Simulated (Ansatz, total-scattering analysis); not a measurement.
# Worked example: from partials to totals in hydrogen peroxide

A simulated model of hydrogen peroxide at 310 K, fixed volume (mean pressure 1.1 GPa), from ab initio molecular dynamics with Ansatz (PBE, plane waves, PAW default files, Langevin thermostat, no spin, fixed volume, H with the mass of D). The average runs over 0.85 ps of 88 atoms, so shells between rare elements are rough. Mean temperature 320 K, largest m.s.d. 0.84 Å², energy drift +1 meV an atom (last third less first, no steady trend), Langevin friction 10 ps⁻¹; the first quarter of the run is discarded. Start: last frame of a classical run of this cell at the same density and temperature. So short a stretch relaxes bonds and nearest shells but still remembers its start. It is a liquid as far as so short a run tells. Atom fractions O 0.5000, H 0.5000; masses O 15.999, H 1.008 u; density 1.4400 g/cm³; coherent lengths O 5.8037, H 6.6681 fm (H as D). Faber–Ziman partials at a few Q:

| Q (Å⁻¹) | S O–O | S O–H | S H–H |
| --- | --- | --- | --- |
| 2.00 | 2.118 | 2.306 | 0.530 |
| 2.40 | 1.649 | 1.037 | 0.979 |
| 4.10 | 0.894 | 0.966 | 0.886 |

The pair function g(OO), r in Å, every 0.06 Å up to its first minimum: 1.35 0.04, 1.41 3.23, 1.47 7.24, 1.53 1.79, 1.59 0.07.

**Tasks.** (a) The number density. (b) The neutron weights. (c) The neutron S(Q) at the listed Q. (d) The Bhatia–Thornton terms S_NN and S_CC there. (e) The number of O around O.

(a) The mean mass is 0.5000×15.999 + 0.5000×1.008 = 8.504 u, so ρ₀ = 1.4400/(8.504 × 1.66054) = 0.10198 Å⁻³.

(b) ⟨b⟩ = 0.5000×5.8037 + 0.5000×6.6681 = 6.236 fm. The weight of a pair is ci cj bi bj (2 − δij)/⟨b⟩²: O–O 0.217, O–H 0.498, H–H 0.286; they sum to 1.000.

(c) S = 1 + Σ w (Sij − 1). At 2.00 Å⁻¹: 1 + 0.242 + 0.650 − 0.134 = 1.758; O–H pushes up most; H–H pulls down most. At 2.40 Å⁻¹: 1 + 0.141 + 0.018 − 0.006 = 1.153; O–O pushes up most. At 4.10 Å⁻¹: 1 − 0.023 − 0.017 − 0.033 = 0.927; H–H pulls down most.

(d) S_NN = c₁²S₁₁ + c₂²S₂₂ + 2c₁c₂S₁₂ and S_CC = c₁c₂[1 + c₁c₂(S₁₁ + S₂₂ − 2S₁₂)], with 1 = O: 2.00 Å⁻¹: S_NN = 1.81, S_CC/(c₁c₂) = 0.51; 2.40 Å⁻¹: S_NN = 1.18, S_CC/(c₁c₂) = 1.14; 4.10 Å⁻¹: S_NN = 0.93, S_CC/(c₁c₂) = 0.96. A random mixture has S_CC/(c₁c₂) = 1; a value well above it means concentration waves of period 2π/Q: alternation near the main peak or below it, clustering toward Q = 0.

(e) n = 4πρ₀ c(O) Σ r² g Δr. The sum Σ r² g over the listed points is 26.5 Å², so n = 4π × 0.10198 × 0.5000 × 26.5 × 0.06 = 1.02; counting pairs in the frames up to 1.88 Å gives 1.00; the coarse grid and the factor (N − 1)/N for like atoms account for the difference.
